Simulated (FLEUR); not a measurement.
# Collinear magnetic orders of free Ni(001) film, 3 layers with FLEUR, part 2 of 2

Aim: find out whether free Ni(001) film, 3 layers carries moments, and which collinear order costs least.

FLEUR MaX-R8.1; LDA (VWN); all-electron FLAPW film, Dirac cores, scalar-relativistic bands.

So far, largest spin moment in the muffin-tin sphere (μB): step 2 (run 1 (ferro +++)) 0.754; step 3 (start moments [1.0, -1.0, 1.0] μB) 0.754.

## (4) Run 3 (no spin polarisation)

A spinless run gives the zero against which the gain from the moments is read.

Input file inp.xml:

```
<?xml version="1.0" encoding="UTF-8" standalone="no"?>
<fleurInput fleurInputVersion="0.39">
   <comment>
      Ni
   </comment>
   <calculationSetup>
      <cutoffs Kmax="3.66" Gmax="11.0" GmaxXC="11.0" numbands="0"/>
      <scfLoop itmax="120" minDistance="0.00002" maxIterBroyd="15" imix="Anderson" alpha="0.03" precondParam="0.0" spinf="2.0" sdNocoIR="T"/>
      <coreElectrons ctail="T" frcor="F" kcrel="1" coretail_lmax="0"/>
      <xcFunctional name="vwn" relativisticCorrections="F"/>
      <magnetism jspins="1"/>
      <soc l_soc="F" theta="0.0" phi="0.0" spav="F"/>
      <expertModes spex="0" secvar="F"/>
      <geometryOptimization l_f="F" forcealpha="1.0" forcemix="BFGS" epsdisp="0.00001" epsforce="0.00001"/>
      <ldaU l_linMix="F" mixParam="0.05" spinf="1.0"/>
   </calculationSetup>
   <cell>
      <bzIntegration valenceElectrons="54.0" mode="hist" fermiSmearingEnergy="0.00183747">
         <kPointListSelection listName="default-1"/>
         <xi:include xmlns:xi="http://www.w3.org/2001/XInclude" href="kpts.xml"> </xi:include>
      </bzIntegration>
      <xi:include xmlns:xi="http://www.w3.org/2001/XInclude" href="sym.xml"> </xi:include>
      <filmLattice scale="1.0" dVac="11.94" dTilda="14.44">
         <bravaisMatrixFilm>
            <row-1>    4.7086305846658192     0.0000000000000000</row-1>
            <row-2>    0.0000000000000000     4.7086305846658192</row-2>
         </bravaisMatrixFilm>
         <vacuumEnergyParameters vacuum="1" spinUp="-.25" spinDown="-.25"/>
      </filmLattice>
   </cell>
   <atomSpecies>
      <species name="Nickel (Ni)" element="Ni" atomicNumber="28">
         <mtSphere radius="2.24" gridPoints="741" logIncrement="0.016"/>
         <atomicCutoffs lmax="8" lnonsphr="6"/>
         <electronConfig flipSpins="F">
            <coreConfig>(1s1/2) (2s1/2) (2p1/2) (2p3/2)</coreConfig>
            <valenceConfig>(3s1/2) (3p1/2) (3p3/2) (4s1/2) (3d3/2) (3d5/2)</valenceConfig>
            <stateOccupation state="(3d3/2)" spinUp="1.600000" spinDown="1.600000"/>
            <stateOccupation state="(3d5/2)" spinUp="2.400000" spinDown="2.400000"/>
         </electronConfig>
         <energyParameters s="4" p="4" d="3" f="4"/>
         <lo type="SCLO" l="0" n="3" eDeriv="0"/>
         <lo type="SCLO" l="1" n="3" eDeriv="0"/>
      </species>
   </atomSpecies>
   <atomGroups>
      <atomGroup species="Nickel (Ni)">
         <filmPos label="                   1">.0000000000 .0000000000 -3.3294998105</filmPos>
         <filmPos label="                   3">.0000000000 .0000000000 3.3294998105</filmPos>
         <force calculate="T" relaxXYZ="TTT"/>
      </atomGroup>
      <atomGroup species="Nickel (Ni)">
         <filmPos label="                   2">1.000/2.000 1.000/2.000 .0000000000</filmPos>
         <force calculate="T" relaxXYZ="TTT"/>
      </atomGroup>
   </atomGroups>
   <output dos="F" band="F" slice="F">
      <bandDOS minEnergy="-.5*Htr" maxEnergy="0.5*Htr" sigma="0.015" storeEVData="T"/>
      <plotting iplot="0" polar="F">
         <plot TwoD="T" vec1="  1.0  0.0  0.0" vec2="  0.0  1.0  0.0" vec3="  0.0  0.0  1.0" zero="  0.0  0.0 -0.5" file="plot"/>
      </plotting>
      <moessbauerParams electricFieldGradient="F" isomerShift="T" coreHyperfine="T" valenceHyperfine="T"/>
   </output>
</fleurInput>
```

Input file crystal.txt:

```
Ni
&input film=T cartesian=F /
2.49170000000  0.00000000000  0.00000000000
0.00000000000  2.49170000000  0.00000000000
0.00000000000  0.00000000000  1.00000000000
1.8897261246
1.0 1.0 1.0

3
28 0.00000000000  0.00000000000  -3.32949981046
28 0.50000000000  0.50000000000  0.00000000000
28 0.00000000000  0.00000000000  3.32949981046

&kpt div1=12 div2=12 div3=1 gamma=T /
```

Started as:

```console
OMP_NUM_THREADS=1 inpgen -f crystal.txt > inpgen.log  # inp.xml is then edited as shown
OMP_NUM_THREADS=1 mpirun -n 4 fleur_MPI > fleur.log
```

Output:

```text
[banner, memory and clock lines left out]
Welcome to FLEUR        (www.flapw.de)
      MaX-Release 8.1          (www.max-centre.eu)

 ========== k-point set info ==========
 Selected k-point list: default-1
 k-point list type: mesh
 12 x 12 x 1
 Number of k points: 28

 [... set-up left out ...]
 Iteration:     1   Distance:      23.33607918 me/bohr^3
 [... lines of the core solver left out ...]
 Iteration:     2   Distance:      17.45478066 me/bohr^3
 [... lines of the core solver left out ...]
 Iteration:     3   Distance:      17.87733267 me/bohr^3
[...]
<FermiEnergy value="-0.1964029864" units="Htr"/>
         [... left out ...]
         <totalEnergy value="    -4555.1255768578" units="Htr">
            <sumOfEigenvalues value="    -2653.9431396619">
               <coreElectrons value="-2577.3821416815"/>
               <valenceElectrons value="-76.5609979804"/>
            </sumOfEigenvalues>
         [... left out ...]
            <freeEnergy value="-4555.1289674265"/>
            <extrapolationTo0K value="-4555.1272721421"/>
         </totalEnergy>
         <densityConvergence units="me/bohr^3">
            <chargeDensity spin="1" distance="0.0000153635"/>
         </densityConvergence>
      </iteration>
```

Run time: 21 s. Hardware: 4 MPI ranks of Arm Neoverse N1, shared host; peak memory 0.19 GiB; 81 s of CPU time.

Read from the output:

| Item | Value |
| --- | --- |
| free energy | -123951.3737 eV |
| program's band gap on this mesh (in a metal only a level spacing) | 0.005605 eV |
| final state | non-magnetic (no spin polarisation) |

It lies 48.7 meV a seeded atom over the first start.

## (5) Energies of the orders

Free energies are divided by the number of seeded atoms.

Orders:

| start | final state | typed order kept | energy over the lowest (meV a seeded atom) | largest sphere moment (μB) | net moment (μB a primitive cell) | mesh matched | CPU time (s) |
| --- | --- | --- | --- | --- | --- | --- | --- |
| ferro +++ | ferromagnetic | yes | 0 | 0.7541 | 2.109 | yes | 149.3 |
| ferri +-+ | ferromagnetic | no | 0 | 0.7541 | 2.109 | yes | 212.2 |
| no spin polarisation | non-magnetic | - | 48.66 | 0 | 0 | yes | 81.23 |

## (6) Spin–orbit coupling, moments along z

Spin–orbit coupling ties the spins to the lattice and lets orbital moments form.

A new self-consistent run of the start ferro +++, with the moments along z.

Input file inp.xml:

```
<?xml version="1.0" encoding="UTF-8" standalone="no"?>
<fleurInput fleurInputVersion="0.39">
   <comment>
      Ni
   </comment>
   <calculationSetup>
      <cutoffs Kmax="3.66" Gmax="11.0" GmaxXC="11.0" numbands="114"/>
      <scfLoop itmax="120" minDistance="0.00002" maxIterBroyd="15" imix="Anderson" alpha="0.03" precondParam="0.0" spinf="2.0" sdNocoIR="T"/>
      <coreElectrons ctail="T" frcor="F" kcrel="1" coretail_lmax="0"/>
      <xcFunctional name="vwn" relativisticCorrections="F"/>
      <magnetism jspins="2"/>
      <soc l_soc="T" theta="0.0" phi="0.0" spav="F"/>
      <expertModes spex="0" secvar="F"/>
      <geometryOptimization l_f="F" forcealpha="1.0" forcemix="BFGS" epsdisp="0.00001" epsforce="0.00001"/>
      <ldaU l_linMix="F" mixParam="0.05" spinf="1.0"/>
   </calculationSetup>
   <cell>
      <bzIntegration valenceElectrons="54.0" mode="hist" fermiSmearingEnergy="0.00183747">
         <kPointListSelection listName="default-1"/>
         <xi:include xmlns:xi="http://www.w3.org/2001/XInclude" href="kpts.xml"> </xi:include>
      </bzIntegration>
      <xi:include xmlns:xi="http://www.w3.org/2001/XInclude" href="sym.xml"> </xi:include>
      <filmLattice scale="1.0" dVac="11.94" dTilda="14.44">
         <bravaisMatrixFilm>
            <row-1>    4.7086305846658192     0.0000000000000000</row-1>
            <row-2>    0.0000000000000000     4.7086305846658192</row-2>
         </bravaisMatrixFilm>
         <vacuumEnergyParameters vacuum="1" spinUp="-.25" spinDown="-.25"/>
      </filmLattice>
   </cell>
   <atomSpecies>
      <species name="Nickel (Ni1.000" element="Ni" atomicNumber="28">
         <mtSphere radius="2.24" gridPoints="741" logIncrement="0.016"/>
         <atomicCutoffs lmax="8" lnonsphr="6"/>
         <electronConfig flipSpins="F">
            <coreConfig>(1s1/2) (2s1/2) (2p1/2) (2p3/2)</coreConfig>
            <valenceConfig>(3s1/2) (3p1/2) (3p3/2) (4s1/2) (3d3/2) (3d5/2)</valenceConfig>
            <stateOccupation state="(3d3/2)" spinUp="1.6" spinDown="1.6"/>
            <stateOccupation state="(3d5/2)" spinUp="2.9" spinDown="1.9"/>
         </electronConfig>
         <energyParameters s="4" p="4" d="3" f="4"/>
         <lo type="SCLO" l="0" n="3" eDeriv="0"/>
         <lo type="SCLO" l="1" n="3" eDeriv="0"/>
      </species>
   </atomSpecies>
   <atomGroups>
      <atomGroup species="Nickel (Ni1.000">
         <filmPos label="                   1">.0000000000 .0000000000 -3.3294998105</filmPos>
         <filmPos label="                   3">.0000000000 .0000000000 3.3294998105</filmPos>
         <force calculate="T" relaxXYZ="TTT"/>
      </atomGroup>
      <atomGroup species="Nickel (Ni1.000">
         <filmPos label="                   2">1.000/2.000 1.000/2.000 .0000000000</filmPos>
         <force calculate="T" relaxXYZ="TTT"/>
      </atomGroup>
   </atomGroups>
   <output dos="F" band="F" slice="F">
      <bandDOS minEnergy="-.5*Htr" maxEnergy="0.5*Htr" sigma="0.015" storeEVData="T"/>
      <plotting iplot="0" polar="F">
         <plot TwoD="T" vec1="  1.0  0.0  0.0" vec2="  0.0  1.0  0.0" vec3="  0.0  0.0  1.0" zero="  0.0  0.0 -0.5" file="plot"/>
      </plotting>
      <moessbauerParams electricFieldGradient="F" isomerShift="T" coreHyperfine="T" valenceHyperfine="T"/>
   </output>
</fleurInput>
```

Input file crystal.txt:

```
Ni
&input film=T cartesian=F /
2.49170000000  0.00000000000  0.00000000000
0.00000000000  2.49170000000  0.00000000000
0.00000000000  0.00000000000  1.00000000000
1.8897261246
1.0 1.0 1.0

3
28 0.00000000000  0.00000000000  -3.32949981046 : 1.000
28 0.50000000000  0.50000000000  0.00000000000 : 1.000
28 0.00000000000  0.00000000000  3.32949981046 : 1.000

&soc 0.0000000 0.0000000 /
&kpt div1=12 div2=12 div3=1 gamma=T /
```

Output:

```text
[banner, memory and clock lines left out]
Welcome to FLEUR        (www.flapw.de)
      MaX-Release 8.1          (www.max-centre.eu)

 ========== k-point set info ==========
 Selected k-point list: default-1
 k-point list type: mesh
 0 x 0 x 0
 Number of k points: 40

 [... set-up left out ...]
 Iteration:     1   Distance:      21.54981751 me/bohr^3
 [... lines of the core solver left out ...]
 Iteration:     2   Distance:      15.14873675 me/bohr^3
 [... lines of the core solver left out ...]
 Iteration:     3   Distance:      16.25911204 me/bohr^3
 [... lines of the core solver left out ...]
 Iteration:     4   Distance:      16.44162228 me/bohr^3
 [... lines of the core solver left out ...]
 Iteration:     5   Distance:       8.06907785 me/bohr^3
 [... lines of the core solver left out ...]
 Iteration:     6   Distance:       7.75002451 me/bohr^3
 [... lines of the core solver left out ...]
 Iteration:     7   Distance:       5.57609839 me/bohr^3
 [... lines of the core solver left out ...]
[... rest left out ...]

--- out.xml (last complete iteration) ---
<iteration numberForCurrentRun="   34" overallNumber="   34">
         [... left out ...]
         <bandgap value="0.0000000000" units="eV"/>
         <sumValenceSingleParticleEnergies value="-76.7816693516" units="Htr"/>
         <FermiEnergy value="-0.1932911813" units="Htr"/>
         [... left out ...]
         <magneticMomentsInMTSpheres units="muBohr">
            <globalMagMoment atomType="1" vec="0.00000   0.00000   0.74762"/>
            <globalMagMoment atomType="2" vec="0.00000   0.00000   0.66620"/>
         </magneticMomentsInMTSpheres>
         <orbitalMomentsInMTSpheres units="muBohr">
            <globalMagMoment atomType="1" vec="0.00000   0.00000   0.06694"/>
            <globalMagMoment atomType="2" vec="0.00000   0.00000   0.06493"/>
         </orbitalMomentsInMTSpheres>
         [... left out ...]
         <totalEnergy value="    -4555.1353596613" units="Htr">
            <sumOfEigenvalues value="    -2654.2777536461">
               <coreElectrons value="-2577.4960842945"/>
               <valenceElectrons value="-76.7816693516"/>
            </sumOfEigenvalues>
         [... left out ...]
            <freeEnergy value="-4555.1371285523"/>
            <extrapolationTo0K value="-4555.1362441068"/>
         </totalEnergy>
         <densityConvergence units="me/bohr^3">
            <chargeDensity spin="1" distance="0.0000035568"/>
            <chargeDensity spin="2" distance="0.0000042377"/>
            <overallChargeDensity distance="0.0000063463"/>
            <spinDensity distance="0.0000045763"/>
         </densityConvergence>
      </iteration>
```

The job ended after 2.9 min (4 MPI ranks; peak memory 0.36 GiB; 12 min of CPU time).

Spin moment in the muffin-tin sphere by atom:

| atom | spin moment in the muffin-tin sphere (μB) |
| --- | --- |
| Ni1 | 0.748 |
| Ni2 | 0.666 |
| Ni3 | 0.748 |

Numbers from this step:

* free energy: -123951.5958 eV
* program's band gap on this mesh (in a metal only a level spacing): 0 eV
* magnetization: 2.091 μB
* final state: ferromagnetic
* orbital moment along the spin: 0.06694 μB

Orbital moment in the sphere, along the spin axis by atom:

| atom | orbital moment in the sphere, along the spin axis (μB) |
| --- | --- |
| Ni1 | 0.0669 |
| Ni2 | 0.0649 |
| Ni3 | 0.0669 |

Fields along z, the direction of positive moments; semicore shells count as valence. Hyperfine fields at the nuclei:

| atom | core contact (T) | valence contact (T) | dipolar (T) | orbital (T) | sum (T) | density at the nucleus (e/bohr³) |
| --- | --- | --- | --- | --- | --- | --- |
| Ni1 | -21.52 | 14.54 | -0.8168 | 5.886 | -1.908 | 19585 |
| Ni2 | -20.03 | 9.27 | -0.1164 | 5.859 | -5.018 | 19585 |
| Ni3 | -21.52 | 14.54 | -0.8168 | 5.886 | -1.908 | 19585 |

## (7) Outcome

```
lowest state found                                                          : ferromagnetic (typed ferro +++)
largest site spin moment                                                    : 0.754 μB
next finished state                                                         : non-magnetic, 48.7 meV a seeded atom higher
energy gained by spin polarisation                                          : 48.7 meV a seeded atom
hyperfine field at Ni1, along its moment                                    : -1.91 T
orbital moment on the atom of largest spin, along its spin (spin–orbit run) : 0.0669 μB
```

The lowest state found is ferromagnetic, reached from the start ferro +++, with moments up to 0.754 μB. 1 start left the typed pattern (a sign turned, or a seeded moment died or shrank under 0.15 μB), so such an energy belongs to the state reached, not the one typed. At Ni1 the core shells give -21.5 T and the valence and semicore s states 14.5 T along the moment, -9.33 T per μB together; orbital and dipolar parts add 5.1 T. Semilocal functionals tend to give too weak a core polarisation. The orbital moment is parallel to the spin, as Hund's third rule has it for a shell over half filled. Only 3 starts were tried; other patterns of signs, canted and longer-period orders were not.

[Logs and program files are shortened in this print: banners, set-up blocks, solver, clock and traceback lines can be left out without a mark of their own.]

[Logs are printed without paths, hosts, clocks, repeated set-up lines and the standing remarks that a program may print on its own settings, such as how far it seeks lower states.]

[Hosts, paths, dates, database ids (printed as entryN), source tags and the programs' standing remarks are cut or masked in the printed files.]

[Where a cell is said to come from a database of computed structures, the database is the Materials Project.]
